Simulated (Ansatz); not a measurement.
# KZnIF2 (built on the sites of a database entry of KZnF3): phonons and vibrational spectra, part 2 of 2

The cell of KZnIF2 (built on the sites of a database entry of KZnF3) is at rest. What are its phonons? After the zone centre comes a 2×2×2 q mesh on a 6×4×6 k mesh.

Ansatz 0.2.0; DFT PBEsol, scalar-relativistic, plane waves, PAW.

So far. Step 2 (Modes at Γ): Before it was imposed, the acoustic sum rule was missed by 1.6e-4 eV/Å² and the charge sum rule by 0.0029 e. Small misses are needed for a sound result but don't prove that mesh and cutoff are converged. The lowest optical mode is imaginary, 120.4i cm⁻¹, so the energy falls along it.

The structure was built from a prototype and need not be the compound's stable phase.

## (3) The dispersion

Stability and thermal properties need the whole zone. Linear response on a 2×2×2 q mesh gives force constants as far as a supercell of that size would, and the tensors from the zone-centre run are typed in so that the long-range dipole term is interpolated apart.

input.yaml

```yaml
crystal:
  lattice:
    - [4.3820292971, 0.0, 0.0]
    - [0.0, 5.3225750611, 0.0]
    - [0.0, 0.0, 4.3820292971]
  atoms:
    - { symbol: K, position: [0.0, 0.0, 0.0] }
    - { symbol: Zn, position: [0.5, 0.5, 0.5] }
    - { symbol: F, position: [0.5, 0.5, 0.0] }
    - { symbol: F, position: [0.0, 0.5, 0.5] }
    - { symbol: I, position: [0.5, 0.0, 0.5] }
kpoints:
  mp_grid: { grid: [6, 4, 6] }
hamiltonian:
  xc: pbesol
scf:
  occupations: { method: fixed }
output:
  eigenvalues: true
phonons:
  method: dfpt
  qmesh: [2, 2, 2]
  temperatures: { t_max: 1000, t_step: 50 }
  qpath:
    path:
      - [[0.0, 0.0, 0.0], [0.0, 0.0, -0.5], [-0.5, 0.0, -0.5], [0.0, 0.0, 0.0], [0.0, -0.5, 0.0], [0.0, -0.5, -0.5], [-0.5, -0.5, -0.5], [0.0, -0.5, 0.0]]
      - [[0.0, 0.0, -0.5], [0.0, -0.5, -0.5]]
      - [[-0.5, 0.0, -0.5], [-0.5, -0.5, -0.5]]
    npoints: 10
  non_analytic_term:
    high_frequency_dielectric_tensor: [[3.2151, 0.0, 0.0], [0.0, 4.1619, 0.0], [0.0, 0.0, 3.2151]]
    born_effective_charges:
      - { species: K, tensor: [[1.1373, 0.0, 0.0], [0.0, 1.0049, 0.0], [0.0, 0.0, 1.1373]] }
      - { species: Zn, tensor: [[2.3264, 0.0, 0.0], [0.0, 3.2937, 0.0], [0.0, 0.0, 2.3264]] }
      - { species: F, tensor: [[-0.7112, 0.0, 0.0], [0.0, -1.3908, 0.0], [0.0, 0.0, -2.277]] }
      - { species: F, tensor: [[-2.277, 0.0, 0.0], [0.0, -1.3908, 0.0], [0.0, 0.0, -0.7112]] }
      - { species: I, tensor: [[-0.4755, 0.0, 0.0], [0.0, -1.5169, 0.0], [0.0, 0.0, -0.4755]] }
    source: "zone-centre run at this cell"
```

The run is started by

```console
> ansatz run input.yaml --threads 8 --pin off --max-ram 14336MiB --backend cpu --events-out ev --progress --plain --runs-dir out
```

Numbers of over 12 decimals in the logs are rounded to 6 here.

What it wrote:

```text
[...]
Crystal: 5 atoms, lattice volume = 102.205 Å³
Basis set: ecut = 420 eV, 2033 PW (Γ), exchange–correlation on 60×72×60 points (8 copies of the dense FFT grid, shifted against one another)
Bands: 32, of which v1, the nominal top of the filled ones, is band 26 counted from 1 (25 counted from 0)
Symmetry: 16 space group operations
k-points: 30 of 144
[...]
SCF iter   1: F=—  HF=-13833.051295 eV  |F-HF|=—  |Δ(HF+E_count)|=         —  Δρ=9.74e-3  dr2=6.30e-2  ethr=1.77e-3  ⟨swp⟩=5.2  Hψ=3882  notcnv=0  defer=112
[...]
SCF iter  12: F=-13833.033594 eV  HF=-13833.033594 eV  |F-HF|=3.64e-12  |Δ(HF+E_count)|=  1.46e-11  Δρ=6.50e-8  dr2=3.21e-12  ethr=1.00e-12  ⟨swp⟩=5.2  Hψ=4016  notcnv=0
SCF 1 converged in 12 iterations: F = -13833.033594 eV  dr2 = 3.21e-12
[...]
NSCF: frozen V_eff on 30 k-points
[...]
DFPT response loops at q = (0, 0, 0) (fractional): preconditioner auto → Resta (q_TF=auto, 2.438 Å⁻¹)  ε∞=6.0 (no band partly filled); β = 1.00, the filter's whole step (`scf.mixing.beta` (0.50) is not read by the response loops at its default; to damp them type it under 1.00, their step now; it binds the ground state too); Broyden in place of MSR1
[...]
SCF converged after 12 iterations
Free energy (F): -13833.033594 eV
[...]
Internal energy: -13833.033594 eV  (E = F + TS)
E sigma→0 (E₀):  -13833.033594 eV
Fermi energy:    4.266970 eV
[...]
--- Band table (eV; the first three rows and the last of 30) ---
  k-point 0: bands = [... 22 lower, 2.8568, 3.6505, 4.0965, 4.0965, 5.9435, 9.4554, 10.3205, 12.0527, ... 2 higher]
  k-point 1: bands = [... 22 lower, 2.8450, 3.5734, 3.6025, 3.9660, 6.4190, 9.9446, 10.9705, 12.5165, ... 2 higher]
  k-point 2: bands = [... 22 lower, 2.8195, 2.9296, 3.4138, 3.7274, 7.4289, 10.9674, 11.8607, 12.6475, ... 2 higher]
  k-point 29: bands = [... 22 lower, 3.3250, 3.8740, 3.8740, 4.2670, 9.7487, 9.7487, 11.0651, 11.4349, ... 2 higher]
--- Phonons (Γ-DFPT): 9 representative perturbations + reference (Σ response iterations 28) ---
  ASR residual: 5.989e-5 → 0.000e0 eV/Å²; symmetrization residual: 6.676e-6 eV/Å²
  ASR residual per site (eV/Å²): 9.88e-6 5.94e-5 5.99e-5 5.99e-5 2.40e-5
[...]
--- Phonons (arbitrary-q DFPT): 6 irreducible q on the 2×2×2 mesh ---
  q = [0.0000, 0.0000, 0.0000] (star 1, of the zone-centre solve; hermiticity 2.00e-6, symmetrization 5.74e-12): -120.44 -107.60 -107.60 -0.00 0.00 0.00 32.89 32.89 118.62 152.80 184.25 184.25 184.27 215.10 215.10
  q = [0.0000, 0.0000, -0.5000] (star 2, 15 solved perturbations on 48 of 144 k-point pairs; hermiticity 1.91e-6, symmetrization 6.60e-13): -110.73 -104.63 23.08 76.44 101.90 109.94 131.66 137.81 140.19 144.78 180.14 180.42 189.28 193.12 258.30
  q = [0.0000, -0.5000, 0.0000] (star 1, 9 solved perturbations in 378 linear systems a pass and spin channel, the states on 48 of 144 k-point pairs; hermiticity 3.61e-7, symmetrization 4.09e-8): -101.49 -101.49 -82.74 -3.72 -3.72 54.99 54.99 127.22 129.37 137.86 195.32 195.32 213.69 213.69 262.18
[...]
sum rule: each row above includes the acoustic sum rule's correction from the zone centre's row sums; it moved no ω² by more than (0.93 cm⁻¹)²
  mesh force constants: q→R imaginary residual 6.38e-18; ASR residual 5.989e-5 → 0.000e0 eV/Å²; symmetrization residual 3.553e-15 eV/Å²
  interpolated dispersion: 94 rows × 15 modes
  density of states and harmonic sums: on the 14×12×14 q-mesh, interpolated from the force constants of a 2×2×2 supercell (with the dipole–dipole term of supplied tensors)
  largest difference from the sums on the solved wave vectors: F 2.76e-1 eV, S 3.64e-4 and C_V 8.95e-5 eV/K
  zero-point energy: 0.108789 eV/cell   skipped modes (ω ≤ 0): 718, of them read as no rigid motion or as one in doubt: 715 (2.724e0 modes/cell left out, lowest -188.57 cm⁻¹)   left out of the sums: 1.82e-1 of the cell's modes: C_V's classical limit lies that fraction below 3 k_B per atom; for a crystal, a wire or a layer, F and S can be off by more, and a phonons.interpolated_qmesh denser along its periods is the remedy for the sampling
```

The job ended after 1.8 min (8 threads of Arm Neoverse V2, shared host; peak memory 0.92 GiB; 13 min of CPU time).

This step gave:

| Quantity | Value |
| --- | --- |
| gap on the k-mesh | 1.677 eV |
| sum-rule residual before enforcement | 5.99e-5 eV/Å² |
| lowest frequency on the path | -188.6 cm⁻¹ |
| highest frequency on the path or at a solved wavevector | 288.4 cm⁻¹ |
| lowest mode on the q mesh (acoustic modes at Γ apart) | -188.6 cm⁻¹ |

Frequencies (cm⁻¹) solved at each irreducible wavevector; negative means imaginary. Frequencies by wavevector, by row:

```tsv
q in reciprocal lattice units	star	mode 1	mode 2	mode 3	mode 4	mode 13	mode 14	mode 15
0 0 0	1	-120.4	-107.6	-107.6	0	184.3	215.1	215.1
0 0 -0.5	2	-110.7	-104.6	23.1	76.4	189.3	193.1	258.3
0 -0.5 0	1	-101.5	-101.5	-82.7	-3.7	213.7	213.7	262.2
0 -0.5 -0.5	2	-114.4	-109.2	-100.2	85.1	187.2	204.8	235.3
-0.5 0 -0.5	1	-187.1	-107.2	-31.9	-31.9	228.9	228.9	288.4
-0.5 -0.5 -0.5	1	-188.6	-111.6	-80.5	-58.1	220.9	226.5	226.5
```

Interpolated from a 2×2×2 q mesh, rough between the solved points, with the LO-TO term (at Γ the limit along the path; where Γ stands inside the path, tables give the limit on arrival). The phonon branches at the labelled points (cm⁻¹):

```tsv
point	branch 1	branch 2	branch 3	branch 4	branch 12	branch 13	branch 14	branch 15
Γ	-120	-108	-55	0	184	196	215	259
halfway	-116	-106	22	40	183	190	204	259
X	-111	-105	23	76	180	189	193	258
halfway	-145	-109	54	62	198	213	214	279
M	-187	-107	-32	-32	202	229	229	288
halfway	-127	-112	11	43	186	195	223	272
Γ	-120	-108	-55	0	184	196	215	259
halfway	-104	-104	-90	11	190	214	214	261
Z	-102	-102	-83	-4	195	214	214	262
halfway	-118	-101	-49	55	194	198	203	247
R	-114	-109	-100	85	182	187	205	235
halfway	-156	-110	-63	42	204	211	212	227
A	-189	-112	-80	-58	202	221	226	226
halfway	-127	-114	-41	-25	184	212	221	230
Z	-102	-102	-83	-4	195	214	214	262
jump to X	-111	-105	23	76	180	189	193	258
halfway	-111	-102	-16	79	188	188	200	240
R	-114	-109	-100	85	182	187	205	235
jump to M	-187	-107	-32	-32	202	229	229	288
halfway	-188	-109	-47	-47	202	228	228	255
A	-189	-112	-80	-58	202	221	226	226
```

The phonon density of states has structure finer than the step of the table below, so its rows give means over 20 cm⁻¹, whole bins alone (the curve runs from -188 to 288 cm⁻¹). Peaks (cm⁻¹: height): -112.5: 0.126, 82.5: 0.0689, 102.5: 0.0605, 137.5: 0.124, 177.5: 0.0703, 197.5: 0.0999, 257.5: 0.0371.

Tetrahedra on a 14×12×14 mesh, mean over bins of 5 cm-1. Interpolated from a 2×2×2 q mesh, rough between the solved points. Table of phonon density of states by wavenumber; means over each step:

```tsv
wavenumber (cm⁻¹)	phonon density of states (1/cm⁻¹/cell)
-160	0.00571
-140	0.00726
-120	0.0480
-100	0.0351
-80	0.00257
-60	0.00753
-40	0.0119
-20	0.00991
0	0.00962
20	0.0191
40	0.0348
60	0.0434
80	0.0562
100	0.0439
120	0.0359
140	0.0944
160	0.0353
180	0.0638
200	0.0878
220	0.0450
240	0.0215
260	0.0221
```

The partial phonon density of states has structure finer than the step of the table below, so its rows give means over 20 cm⁻¹, whole bins alone (the curve runs from -197 to 307 cm⁻¹). Peaks (cm⁻¹: height): F 78.7: 0.0291, 138.9: 0.0884, 199.0: 0.0540, 259.2: 0.0157; I -35.3: 0.0103, 56.5: 0.0187, 100.9: 0.0320, 214.8: 0.0112; K -111.3: 0.0754, 214.8: 0.0379; Zn -104.9: 0.0269, 78.7: 0.0197, 138.9: 0.0195, 176.8: 0.0238.

Phonopy on the run's constants, 13x11x13 mesh, Gaussian sigma 3.6 cm-1. Interpolated from a 2×2×2 q mesh, rough between the solved points. The partial phonon density of states by wavenumber; means over each step; values in 1/cm⁻¹/cell:

```tsv
wavenumber (cm⁻¹)	F	I	K	Zn
-180	0.00424	8.1e-6	0	4.3e-5
-160	0.00530	5.0e-5	8.4e-6	2.2e-4
-140	0.00646	2.1e-4	6.5e-5	8.0e-4
-120	0.0104	0.00166	0.0285	0.00550
-100	0.00794	8.0e-4	0.0149	0.0134
-80	8.3e-4	9.5e-4	5.6e-4	6.8e-4
-60	0.00161	0.00319	0.00126	0.00147
-40	0.00218	0.00783	0.00270	0.00200
-20	0.00142	0.00696	0.00196	7.8e-4
0	3.6e-4	0.00243	8.1e-4	3.8e-4
20	0.00222	0.0103	0.00276	0.00300
40	0.00885	0.0167	0.00331	0.00705
60	0.0113	0.0177	0.00298	0.0117
80	0.0209	0.0162	0.00227	0.0166
100	0.00773	0.0236	0.00113	0.0114
120	0.0225	0.00292	3.4e-4	0.0116
140	0.0704	0.00573	0.00109	0.0155
160	0.0233	0.00497	0.00126	0.00739
180	0.0236	0.00844	0.0123	0.0195
200	0.0384	0.00746	0.0299	0.0108
220	0.00478	0.00895	0.0302	0.00162
240	0.00761	0.00193	0.00702	0.00513
260	0.0129	9.6e-4	0.00427	0.00343
280	0.00443	9.1e-5	4.2e-4	7.0e-5
```

Symmetry leaves 6 wavevectors to solve. The lowest mode among them, the acoustic zeros apart, lies at q = (-0.5, -0.5, -0.5) and is imaginary, 188.6i cm⁻¹, so the energy falls along it.

## (4) Isotope substitution, element K, natural mass 39.0983 amu

An isotope changes the mass and not the force constants, so no new electronic calculation is needed; the shifts show which modes move this element.

The same force constants with the mass of K changed from 39.098 to 40.962 u (phonopy, no LO-TO term). Both lists are sorted by frequency; levels can cross, so a row need not hold one and the same mode. Modes under 3 cm⁻¹ are left out. Isotope shifts, by row, the first 40 of 57 rows:

```tsv
q	rank	natural mass (cm⁻¹)	changed mass (cm⁻¹)
0 0 0	1	-120.4	-118.2
0 0 0	2	-107.6	-107.6
0 0 0	3	-107.6	-107.6
0 0 0	7	32.89	32.82
0 0 0	8	32.89	32.82
0 0 0	9	118.6	118.6
0 0 0	10	152.8	152.7
0 0 0	11	184.2	184.2
0 0 0	12	184.2	184.2
0 0 0	13	184.3	184.3
0 0 0	14	215.1	211.4
0 0 0	15	215.1	211.4
0 0 -0.5	1	-110.7	-108.3
0 0 -0.5	2	-104.6	-104.6
0 0 -0.5	3	23.08	23.08
0 0 -0.5	4	76.44	76.44
0 0 -0.5	5	101.9	101.9
0 0 -0.5	6	109.9	109.9
0 0 -0.5	7	131.7	131.7
0 0 -0.5	8	137.8	137.8
0 0 -0.5	9	140.2	140
0 0 -0.5	10	144.8	144.7
0 0 -0.5	11	180.1	177.3
0 0 -0.5	12	180.4	180.4
0 0 -0.5	13	189.3	185.2
0 0 -0.5	14	193.1	193.1
0 0 -0.5	15	258.3	256.4
0 -0.5 0	1	-101.5	-101.5
0 -0.5 0	2	-101.5	-101.5
0 -0.5 0	3	-82.74	-80.84
0 -0.5 0	4	-3.72	-3.7
0 -0.5 0	5	-3.72	-3.7
0 -0.5 0	6	54.99	54.99
0 -0.5 0	7	54.99	54.99
0 -0.5 0	8	127.2	127.2
0 -0.5 0	9	129.4	129.4
0 -0.5 0	10	137.9	137.9
0 -0.5 0	11	195.3	195.3
0 -0.5 0	12	195.3	195.3
0 -0.5 0	13	213.7	209.9
```

A mode of this element alone would shift by -2.30 %. The highest zone-centre frequency without the field goes from 215.1 to 211.4 cm⁻¹ (-1.7 %).

## (5) Isotope substitution, element Zn, natural mass 65.38 amu

The same for Zn, from 65.38 to 67.92 u.

The same force constants with the mass of Zn changed from 65.380 to 67.925 u (phonopy, no LO-TO term). Both lists are sorted by frequency; levels can cross, so a row need not hold one and the same mode. Modes under 3 cm⁻¹ are left out. Isotope shifts, by row, the first 40 of 57 rows:

```tsv
q	rank	natural mass (cm⁻¹)	changed mass (cm⁻¹)
0 0 0	1	-120.4	-120.4
0 0 0	2	-107.6	-106.4
0 0 0	3	-107.6	-106.4
0 0 0	7	32.89	32.84
0 0 0	8	32.89	32.84
0 0 0	9	118.6	118.6
0 0 0	10	152.8	151.7
0 0 0	11	184.2	182.9
0 0 0	12	184.2	184
0 0 0	13	184.3	184
0 0 0	14	215.1	215.1
0 0 0	15	215.1	215.1
0 0 -0.5	1	-110.7	-110.7
0 0 -0.5	2	-104.6	-103.2
0 0 -0.5	3	23.08	22.98
0 0 -0.5	4	76.44	75.57
0 0 -0.5	5	101.9	101.7
0 0 -0.5	6	109.9	109.8
0 0 -0.5	7	131.7	131.3
0 0 -0.5	8	137.8	137.2
0 0 -0.5	9	140.2	140.2
0 0 -0.5	10	144.8	144.8
0 0 -0.5	11	180.1	178.7
0 0 -0.5	12	180.4	180.1
0 0 -0.5	13	189.3	189.3
0 0 -0.5	14	193.1	191.8
0 0 -0.5	15	258.3	258.3
0 -0.5 0	1	-101.5	-100.1
0 -0.5 0	2	-101.5	-100.1
0 -0.5 0	3	-82.74	-82.74
0 -0.5 0	4	-3.72	-3.72
0 -0.5 0	5	-3.72	-3.72
0 -0.5 0	6	54.99	54.8
0 -0.5 0	7	54.99	54.8
0 -0.5 0	8	127.2	127.2
0 -0.5 0	9	129.4	129.4
0 -0.5 0	10	137.9	136.5
0 -0.5 0	11	195.3	195
0 -0.5 0	12	195.3	195
0 -0.5 0	13	213.7	213.7
```

A mode of this element alone would shift by -1.89 %. The highest zone-centre frequency without the field goes from 215.1 to 215.1 cm⁻¹ (-0.0 %).

## (6) Results

```
space group (within 0.01 Å)                             : P4/mmm
volume per atom                                         : 20.4 Å³
gap on the k-mesh                                       : 1.68 eV
highest optical mode at the zone centre (no LO-TO term) : 215 cm⁻¹
top of the zone-centre spectrum with the field          : 260 cm⁻¹
lowest optical zone-centre mode                         : -120 cm⁻¹
mean high-frequency dielectric constant                 : 3.53
largest Born charge (third of the trace)                : 2.65 e
lowest mode on the q mesh (acoustic modes at Γ apart)   : -189 cm⁻¹
highest frequency on the path or at a solved wavevector : 288 cm⁻¹
imaginary modes on the 2×2×2 q mesh                     : yes
```

**Reading.** Modes are clearly imaginary (beyond 10i cm⁻¹) at 6 of the 6 irreducible wavevectors, most at q = (-0.5, -0.5, -0.5) (188.6i cm⁻¹), so this structure is not a minimum of the energy. Without the field, the optical modes at Γ span -120 to 215 cm⁻¹ (negative means imaginary). The highest mode in this list at Γ, 215.1 cm⁻¹, is mostly motion of K (75 % of the kinetic energy). With the macroscopic field of the longitudinal modes the top of the zone-centre spectrum lies at 260 cm⁻¹, against 215 cm⁻¹ without it. Among the real modes, the strongest infrared line is at 153 cm⁻¹. With the field response the log warns that the k mesh is coarse for the force constants too, so the frequencies may not be converged. The q mesh stands for a supercell only 8.8 Å across, so branches between the solved wavevectors are rough. Spin-orbit coupling is left out, which can matter for the heavy elements here. The starting cell was built on a prototype and not taken from a measurement, so the phase need not exist. These are harmonic frequencies at zero temperature: anharmonic shifts, linewidths and thermal expansion are left out.

[Logs are printed without paths, hosts, clocks, repeated set-up lines and the standing remarks that a program may print on its own settings, such as how far it seeks lower states.]

[Hosts, paths, dates, database ids (printed as entryN), source tags and the programs' standing remarks are cut or masked in the printed files.]
